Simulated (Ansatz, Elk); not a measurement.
## How far do independent atoms describe ZnGaGePb2?

Structure refinements treat a crystal as free atoms side by side. For a made-up structure of ZnGaGePb2 (cell and positions from a r2SCAN relaxation) the runs below show what the calculated density changes in F(hkl).

Program: Elk 11.2.3 (patched build). Level of theory: DFT, PBE, all-electron APW+lo, Dirac cores, scalar-relativistic bands, static density, no spin. Results are calculated unless marked as measured.

The structure was built from a prototype and need not be the compound's stable phase.

### 1. Set-up

The structure is tetragonal, space group I4mm (No. 107). The conventional cell has a = 5.070 Å, b = 5.070 Å, c = 10.501 Å, α = 90.00°, β = 90.00°, γ = 90.00°. Nearest to Pb lie 2 Ga at 2.89 Å and 2 Ge at 2.91 Å. Ge has 1 Ga at 2.43 Å and 4 Pb at 2.91 Å nearest. Ga has 1 Ge at 2.43 Å and 4 Pb at 2.89 Å nearest. Nearest to Zn lie 4 Pb at 3.54 Å. Farther neighbours are not listed.

### 2. Ground state and structure factors

An all-electron density is needed, since X-rays see the cores too. Task 0 finds the density and task 195 Fourier-transforms it; tshift is off so that phases refer to the origin typed.

Input file elk.in:

```
tasks
  0
  195

xctype
  20

spinpol
  .false.

rgkmax
  7.0

gmaxvr
  14.0

lmaxo
  7

lmaxapw
  8

swidth
  0.002

tshift
  .false.

ramdisk
  .false.

hmaxvr
  5.5

maxscl
  120

epspot
  1e-06

sppath
  './'

avec
  -4.79039998867 4.79039998867 9.92231303005
  4.79039998867 -4.79039998867 9.92231303005
  4.79039998867 4.79039998867 -9.92231303005

atoms
  4
  'Pb.in'
  2
  0.8507315818 0.3507315818 0.5000000000   0.000000 0.000000 0.000000
  0.3507315818 0.8507315818 0.5000000000   0.000000 0.000000 0.000000
  'Ge.in'
  1
  -0.0129187848 -0.0129187848 -0.0000000000   0.000000 0.000000 0.000000
  'Ga.in'
  1
  0.2180940439 0.2180940439 -0.0000000000   0.000000 0.000000 0.000000
  'Zn.in'
  1
  0.6149615773 0.6149615773 -0.0000000000   0.000000 0.000000 0.000000

ngridk
  6 6 6
```

Launch:

```
$ OMP_NUM_THREADS=4 elk
```

Numbers of over 12 decimals in the logs are rounded to 6 here.

Log:

```text
┌─────────────────────────┐
│ Elk code version 11.2.3 │
└─────────────────────────┘

All units are atomic (Hartree, Bohr, etc.)

┌─────────────────────────────────────────────────┐
│ Ground-state run starting from atomic densities │
└─────────────────────────────────────────────────┘

Lattice vectors :
  -4.790399989       4.790399989       9.922313030
   4.790399989      -4.790399989       9.922313030
   4.790399989       4.790399989      -9.922313030

Reciprocal lattice vectors :
 -0.1408147994E-16  0.6558100912      0.3166189823
  0.6558100912     -0.1408147994E-16  0.3166189823
  0.6558100912      0.6558100912      0.9583849495E-17

Unit cell volume      :    910.7862608
Brillouin zone volume :   0.2723473378

Muffin-tin inner radius fraction :   0.1000000000E-01

Nuclei treated as point charges

Species : 1 (Pb)
 parameters loaded from : Pb.in
 name : lead
 nuclear charge    :   -82.00000000
 electronic charge :    82.00000000
 atomic mass :    377702.4943
 muffin-tin radius :    2.800000000
 number of radial points in muffin-tin :   1393
 inner part over the whole radius :   0.9993555083E-02
 number on inner part of muffin-tin    :   1001
 approximate nuclear radius :   0.1047603524E-03
 number of mesh points to nuclear radius :    525
 atomic positions (lattice), magnetic fields (Cartesian) :
  1 :   0.85073158  0.35073158  0.50000000    0.00000000  0.00000000  0.00000000
  2 :   0.35073158  0.85073158  0.50000000    0.00000000  0.00000000  0.00000000

Species : 2 (Ge)
 parameters loaded from : Ge.in
 name : germanium
 nuclear charge    :   -32.00000000
 electronic charge :    32.00000000
 atomic mass :    132414.6196
 muffin-tin radius :    2.267181600
 number of radial points in muffin-tin :    993
 inner part over the whole radius :   0.9915560251E-02
 number on inner part of muffin-tin    :    701
 approximate nuclear radius :   0.7637961215E-04
 number of mesh points to nuclear radius :    341
 atomic positions (lattice), magnetic fields (Cartesian) :
  1 :   0.98708122  0.98708122  0.00000000    0.00000000  0.00000000  0.00000000

Species : 3 (Ga)
 parameters loaded from : Ga.in
 name : gallium
 nuclear charge    :   -31.00000000
 electronic charge :    31.00000000
 atomic mass :    127097.2539
 muffin-tin radius :    2.267181600
 number of radial points in muffin-tin :    993
 inner part over the whole radius :   0.9962007494E-02
 number on inner part of muffin-tin    :    701
 approximate nuclear radius :   0.7562051033E-04
 number of mesh points to nuclear radius :    340
 atomic positions (lattice), magnetic fields (Cartesian) :
  1 :   0.21809404  0.21809404  0.00000000    0.00000000  0.00000000  0.00000000

Species : 4 (Zn)
 parameters loaded from : Zn.in
 name : zinc
 nuclear charge    :   -30.00000000
 electronic charge :    30.00000000
 atomic mass :    119233.3130
 muffin-tin radius :    2.400000000
 number of radial points in muffin-tin :    993
 inner part over the whole radius :   0.9843840322E-02
 number on inner part of muffin-tin    :    701
 approximate nuclear radius :   0.7484757725E-04
 number of mesh points to nuclear radius :    337
 atomic positions (lattice), magnetic fields (Cartesian) :
  1 :   0.61496158  0.61496158  0.00000000    0.00000000  0.00000000  0.00000000

Total number of atoms per unit cell :    5
Total muffin-tin volume :    339.4391862
 ratio of muffin-tin to unit cell volume :   0.3726880837

Spin treatment :
 spin-unpolarised

Number of Bravais lattice symmetries :   16
Number of crystal symmetries         :    8
Crystal has no inversion symmetry
Complex Hermitian eigensolver will be used

k-point grid :      6     6     6
k-point offset :    0.000000000       0.000000000       0.000000000
k-point set is reduced with full crystal symmetry group
Total number of k-points :       48

Muffin-tin radius times maximum |G+k| :    7.000000000
 using average radius
Maximum |G+k| for APW functions       :    2.792323746
Maximum (1/2)|G+k|²                   :    3.898535950
[...]
at k-point 38

Charges :
 core                        :    184.0000000
 valence                     :    73.00000000
 interstitial                :    8.120695053
 muffin-tins (core leakage)
  species : 1 (Pb)
   atom 1                    :    80.32795890     (  0.1242244807E-02)
[...]
species : 2 (Ge)
[...]
species : 3 (Ga)
[...]
species : 4 (Zn)
[...]
total in muffin-tins        :    248.8793049
 total calculated charge     :    256.9951344
 total charge                :    257.0000000
 error                       :   0.4865631780E-02

RMS change in Kohn-Sham potential (target) :   0.1575927952     (  0.1000000000E-05)
Absolute change in total energy (target)   :   0.4560768716     (  0.1000000000E-03)

[... loops 3 to 15 left out ...]

┌──────────────────┐
│ Loop number : 16 │
└──────────────────┘

Energies :
 Fermi                       :     0.171238
 sum of occupied eigenvalues :     -29253.803076756
 electron kinetic            :      54695.612739407
 core electron kinetic       :      53931.002923635
 Coulomb                     :     -101384.44391877
 Coulomb potential           :     -82632.345117369
 nuclear-nuclear             :     -3638.6779672243
 electron-nuclear            :     -112921.33970362
 Hartree                     :      15175.573752075
 Madelung                    :     -60068.271360086
 xc potential                :     -1317.0706987932
 exchange                    :     -993.13149642306
 correlation                 :     -14.599210068635
 electron entropic           :    -0.70390376960865E-03
 total energy                :     -47696.562589759

Density of states at Fermi energy :    53.68914975
 (states/Hartree/unit cell)

Estimated indirect band gap :   0.1939652715E-02
 from k-point 46 to k-point 37
Estimated direct band gap   :   0.8268960050E-02
 at k-point 38

Charges :
 core                        :    184.0000000
 valence                     :    73.00000000
 interstitial                :    7.995063700
 muffin-tins (core leakage)
  species : 1 (Pb)
[...]
species : 2 (Ge)
[...]
species : 3 (Ga)
[...]
species : 4 (Zn)
[...]
total in muffin-tins        :    249.0049363
 total calculated charge     :    256.9952284
 total charge                :    257.0000000
 error                       :   0.4771561087E-02

RMS change in Kohn-Sham potential (target) :   0.4509288390E-07 (  0.1000000000E-05)
Absolute change in total energy (target)   :   0.1636693196E-04 (  0.1000000000E-03)

Convergence targets achieved

┌──────────────────┐
│ Loop number : 17 │
└──────────────────┘

Energies :
 Fermi                       :     0.171238
 sum of occupied eigenvalues :     -29253.803067177
 electron kinetic            :      54695.612748671
 core electron kinetic       :      53931.002930942
 Coulomb                     :     -101384.44391867
 Coulomb potential           :     -82632.345117480
 nuclear-nuclear             :     -3638.6779672243
 electron-nuclear            :     -112921.33970284
 Hartree                     :      15175.573751392
 Madelung                    :     -60068.271359934
 xc potential                :     -1317.0706983673
 exchange                    :     -993.13149633765
 correlation                 :     -14.599210071175
 electron entropic           :    -0.70390385504389E-03
 total energy                :     -47696.562580316

Density of states at Fermi energy :    53.68915667
 (states/Hartree/unit cell)

Estimated indirect band gap :   0.1939654963E-02
 from k-point 46 to k-point 37
Estimated direct band gap   :   0.8268963039E-02
 at k-point 38

Charges :
 core                        :    184.0000000
 valence                     :    73.00000000
 interstitial                :    7.995063672
 muffin-tins (core leakage)
  species : 1 (Pb)
[...]
species : 2 (Ge)
   atom 1                    :    30.15234848     (  0.7064585910E-03)
  species : 3 (Ga)
   atom 1                    :    29.36172755     (  0.1498861785E-02)
  species : 4 (Zn)
   atom 1                    :    28.67663490     (  0.7984373270E-04)
 total in muffin-tins        :    249.0049363
 total calculated charge     :    256.9952284
 total charge                :    257.0000000
 error                       :   0.4771561036E-02

┌──────────────────────────────┐
│ Self-consistent loop stopped │
└──────────────────────────────┘

Warning : the lowest level lies among the core levels :   -2.760712045      -2.602462118

Warning : core states of species 1 leak from the muffin-tin :   0.1191792984E-02

Warning : core states of species 2 leak from the muffin-tin :   0.7064585910E-03

Warning : core states of species 3 leak from the muffin-tin :   0.1498861785E-02

Wrote STATE.OUT
```

Run time: 89 s. Hardware: 4 threads of Arm Neoverse V1, shared host; peak memory 0.27 GiB; 4.4 min of CPU time.

SFACRHO.OUT:

```text

h k l indices transformed by vhmat matrix:
   1.000000000       0.000000000       0.000000000    
   0.000000000       1.000000000       0.000000000    
   0.000000000       0.000000000       1.000000000    

      h      k      l  multipl.   |H|            Re(F)            Im(F)           |F|

      0      0      0      1   0.0000000       257.00000      0.94072702E-16   257.00000    
     -1     -1      1      1  0.63323796      -40.481023       114.33569       121.29041    
      1      1     -1      1  0.63323796      -40.481023      -114.33569       121.29041    
     -1      0      1      4  0.72824066       14.183367      -7.2565109       15.931882    
      1      0      0      4  0.72824066       14.183367       7.2565109       15.931882    
      0      0      1      4  0.92745553      -67.138956     -0.53587635E-14   67.138956    
      0     -2      1      4   1.1230156       48.892118      -168.36095       175.31642    
      1      1      0      4   1.1230156       48.892118       168.36095       175.31642    
     -1     -2      2      4   1.1542595       25.342567       48.597633       54.808536    
      2      1     -1      4   1.1542595       25.342567      -48.597633       54.808536    
     -2     -2      2      1   1.2664759      -96.834982      -60.238928       114.04272    
      2      2     -2      1   1.2664759      -96.834982       60.238928       114.04272    
     -1      1     -1      4   1.3116202       214.22369     -0.10394440E-13   214.22369    
     -2      0      0      4   1.4564813      -35.575680       100.82887       106.92095    
      2      0     -2      4   1.4564813      -35.575680      -100.82887       106.92095    
     -1      0      2      8   1.5002273       11.836952      -6.0956057       13.314272    
      0      1     -2      8   1.5002273       11.836952       6.0956057       13.314272    
      1      3     -2      4   1.5697564       126.24639      -95.177767       158.10427
```

Elk indexes on the primitive cell of elk.in and gives |H| = 4π sin θ/λ in inverse bohr. Below, one row stands for each form hkl of the conventional cell (m members, Friedel mates merged), F is for one primitive cell and the density is static (no thermal factor). Free-atom factors are Waasmaier and Kirfel's, and R is Σm||F|−|F'||/Σm|F|.

```tsv
hkl	m	sin θ/λ (Å⁻¹)	abs F, DFT	neutral atoms	diff.	abs of complex diff.
002	2	0.095	121.291	121.351	-0.060	0.061
101	8	0.110	15.932	15.716	+0.216	0.216
110	4	0.140	67.139	67.407	-0.268	0.268
112	8	0.169	175.316	175.533	-0.217	0.228
103	8	0.174	54.809	54.822	-0.013	0.057
004	2	0.191	114.043	114.192	-0.149	0.158
200	4	0.197	214.224	214.585	-0.361	0.361
202	8	0.219	106.921	106.968	-0.047	0.078
211	16	0.226	13.314	13.308	+0.007	0.020
114	8	0.236	158.104	158.358	-0.255	0.255
105	8	0.258	61.578	62.157	-0.579	0.579
213	16	0.263	47.620	48.058	-0.439	0.441
204	8	0.274	103.835	103.681	+0.155	0.167
220	4	0.279	192.624	193.083	-0.459	0.459
006	2	0.286	123.139	123.370	-0.231	0.231
222	8	0.295	98.453	98.420	+0.033	0.058
301	8	0.300	12.194	12.160	+0.034	0.034
310	8	0.312	58.792	58.488	+0.304	0.304
```

### 3. The highest occupied states alone

An energy window below the Fermi level keeps the highest occupied states, to see at which angles they scatter; shallow core shells can lie inside it and anion s states outside. No new self-consistency is needed.

elk.in: that of step 2 with these lines changed.

```diff
@@ -1,3 +1,2 @@
 tasks
-  0
   195
@@ -40,2 +39,5 @@
 
+wsfac
+  -0.196260 0.471240
+
 sppath
```

Launch:

```
$ OMP_NUM_THREADS=4 elk
```

Log:

```text
┌─────────────────────────────────┐
│ Elk code version 11.2.3 started │
└─────────────────────────────────┘

Info(readinput): the functional depends on the density's gradient
 muffin-tin radial points multiplied by    2.00000
 (not where nrmtscf is given)

┌────────────────────┐
│ Current task : 195 │
└────────────────────┘
Info(checkmt): changed muffin-tin radius of species 2 (Ge) from   2.4000 to   2.2672
Info(checkmt): changed muffin-tin radius of species 3 (Ga) from   2.4000 to   2.2672

Info(sfacrho): density structure factors written to SFACRHO.OUT

 Energy window :  -0.1962600000      0.4712400000

┌──────────────────┐
│ Elk code stopped │
└──────────────────┘
```

Elapsed: 24 s, on 4 threads; peak memory 0.18 GiB.

States within 10 eV below the Fermi level hold 25.61 electrons; any levels below the window count with the cores, and a count that is not whole means the window cuts a band. Their amplitudes can exceed the total, where window and core parts have opposite phase:

```tsv
hkl	sin θ/λ (Å⁻¹)	abs F, window	abs F, all
002	0.095	7.029	121.291
101	0.110	7.400	15.932
110	0.140	9.542	67.139
112	0.169	9.525	175.316
103	0.174	8.999	54.809
004	0.191	7.434	114.043
200	0.197	8.781	214.224
202	0.219	7.061	106.921
211	0.226	6.714	13.314
114	0.236	6.641	158.104
```

### 4. Another functional

The difference from free atoms is small, so it is set against the change that PBEsol makes.

elk.in: that of step 3 with these lines changed.

```diff
@@ -1,2 +1,3 @@
 tasks
+  0
   195
@@ -4,3 +5,3 @@
 xctype
-  20
+  22
 
@@ -39,5 +40,2 @@
 
-wsfac
-  -0.196260 0.471240
-
 sppath
```

Launch:

```
$ OMP_NUM_THREADS=4 elk
```

Log:

```text
┌─────────────────────────┐
│ Elk code version 11.2.3 │
└─────────────────────────┘

All units are atomic (Hartree, Bohr, etc.)

┌─────────────────────────────────────────────────┐
│ Ground-state run starting from atomic densities │
└─────────────────────────────────────────────────┘

Lattice vectors :
  -4.790399989       4.790399989       9.922313030
   4.790399989      -4.790399989       9.922313030
   4.790399989       4.790399989      -9.922313030

Reciprocal lattice vectors :
 -0.1408147994E-16  0.6558100912      0.3166189823
[...]
total in muffin-tins        :    248.9898526
 total calculated charge     :    256.9951819
 total charge                :    257.0000000
 error                       :   0.4818125421E-02

┌──────────────────────────────┐
│ Self-consistent loop stopped │
└──────────────────────────────┘

Warning : the lowest level lies among the core levels :   -2.759230196      -2.604667314

Warning : core states of species 1 leak from the muffin-tin :   0.1198037015E-02

Warning : core states of species 2 leak from the muffin-tin :   0.7151421598E-03

Warning : core states of species 3 leak from the muffin-tin :   0.1518686941E-02

Wrote STATE.OUT
[key lines of the parts left out:]
total energy                :     -47680.955346630
```

Wall time 88 s (4 threads); peak memory 0.26 GiB.

Against the first run R = 0.01 %; the largest change is -0.024 at 200.

### 5. Basis size

A smaller basis shows how fast F responds to it; the change is likely larger than the basis error of the first run, but doesn't show convergence.

elk.in: that of step 4 with these lines changed.

```diff
@@ -5,3 +5,3 @@
 xctype
-  22
+  20
 
@@ -11,3 +11,3 @@
 rgkmax
-  7.0
+  5.5
```

Launch:

```
$ OMP_NUM_THREADS=4 elk
```

Log:

```text
┌─────────────────────────┐
│ Elk code version 11.2.3 │
└─────────────────────────┘

All units are atomic (Hartree, Bohr, etc.)

┌─────────────────────────────────────────────────┐
│ Ground-state run starting from atomic densities │
└─────────────────────────────────────────────────┘

Lattice vectors :
  -4.790399989       4.790399989       9.922313030
   4.790399989      -4.790399989       9.922313030
   4.790399989       4.790399989      -9.922313030

Reciprocal lattice vectors :
 -0.1408147994E-16  0.6558100912      0.3166189823
[...]
total in muffin-tins        :    248.8577221
 total calculated charge     :    256.9953739
 total charge                :    257.0000000
 error                       :   0.4626140115E-02

┌──────────────────────────────┐
│ Self-consistent loop stopped │
└──────────────────────────────┘

Warning : the lowest level lies among the core levels :   -2.761101968      -2.608571934

Warning : core states of species 1 leak from the muffin-tin :   0.1196033372E-02

Warning : core states of species 2 leak from the muffin-tin :   0.7163840141E-03

Warning : core states of species 3 leak from the muffin-tin :   0.1524417120E-02

Wrote STATE.OUT
[key lines of the parts left out:]
total energy                :     -47696.342390892
```

Elapsed: 62 s, on 4 threads; peak memory 0.26 GiB.

Against the first run R = 0.02 %; the largest change is +0.094 at 008.

### 6. Settings against the effect

```tsv
run	R against the first run (%)	R against neutral atoms, low angle (%)	wall time
PBE, rgkmax 7	0.00	0.25	89 s
PBEsol	0.01	0.26	88 s
rgkmax 5.5	0.02	0.24	62 s
```

### 7. Summary of results

| Quantity | Value |
| --- | --- |
| R against neutral atoms, sin θ/λ < 0.3 Å⁻¹ | 0.25 % |
| R against neutral atoms, 0.3 to 0.71 Å⁻¹ | 0.07 % |

What this shows: Independent neutral atoms miss the calculated amplitudes by R = 0.25 % below 0.3 Å⁻¹ and 0.07 % from there to 0.71 Å⁻¹; by shells, 0.46 % below 0.15 Å⁻¹ (3 forms), 0.24 % 0.15 to 0.3 (14 forms), 0.12 % 0.3 to 0.45 (29 forms), 0.06 % above 0.45 (103 forms). Bonding, aspherical density and the tables' own atoms all enter these figures, and the runs don't part them. The largest change of an amplitude is -0.58 electrons, at 105. R counts amplitudes alone; phases shift too. The window's part falls from 25.6 electrons at the origin to at most 3.04 between 0.45 and 0.71 Å⁻¹, where compact states inside the window still scatter. Below 0.3 Å⁻¹ the changes that finished (PBEsol and rgkmax 5.5) move F by R = 0.02 % at most, against the 0.25 % that separates it from free atoms. The k-mesh has no finished test. Spin-orbit coupling is left out, which can matter for elements this heavy. Part of the difference isn't bonding: the tables are fits to free atoms and ions calculated by other methods than this functional. Thermal motion, anomalous dispersion and extinction are left out.

[Logs are printed without paths, hosts, clocks, repeated set-up lines and the standing remarks that a program may print on its own settings, such as how far it seeks lower states.]

[Hosts, paths, dates, database ids (printed as entryN), source tags and the programs' standing remarks are cut or masked in the printed files.]
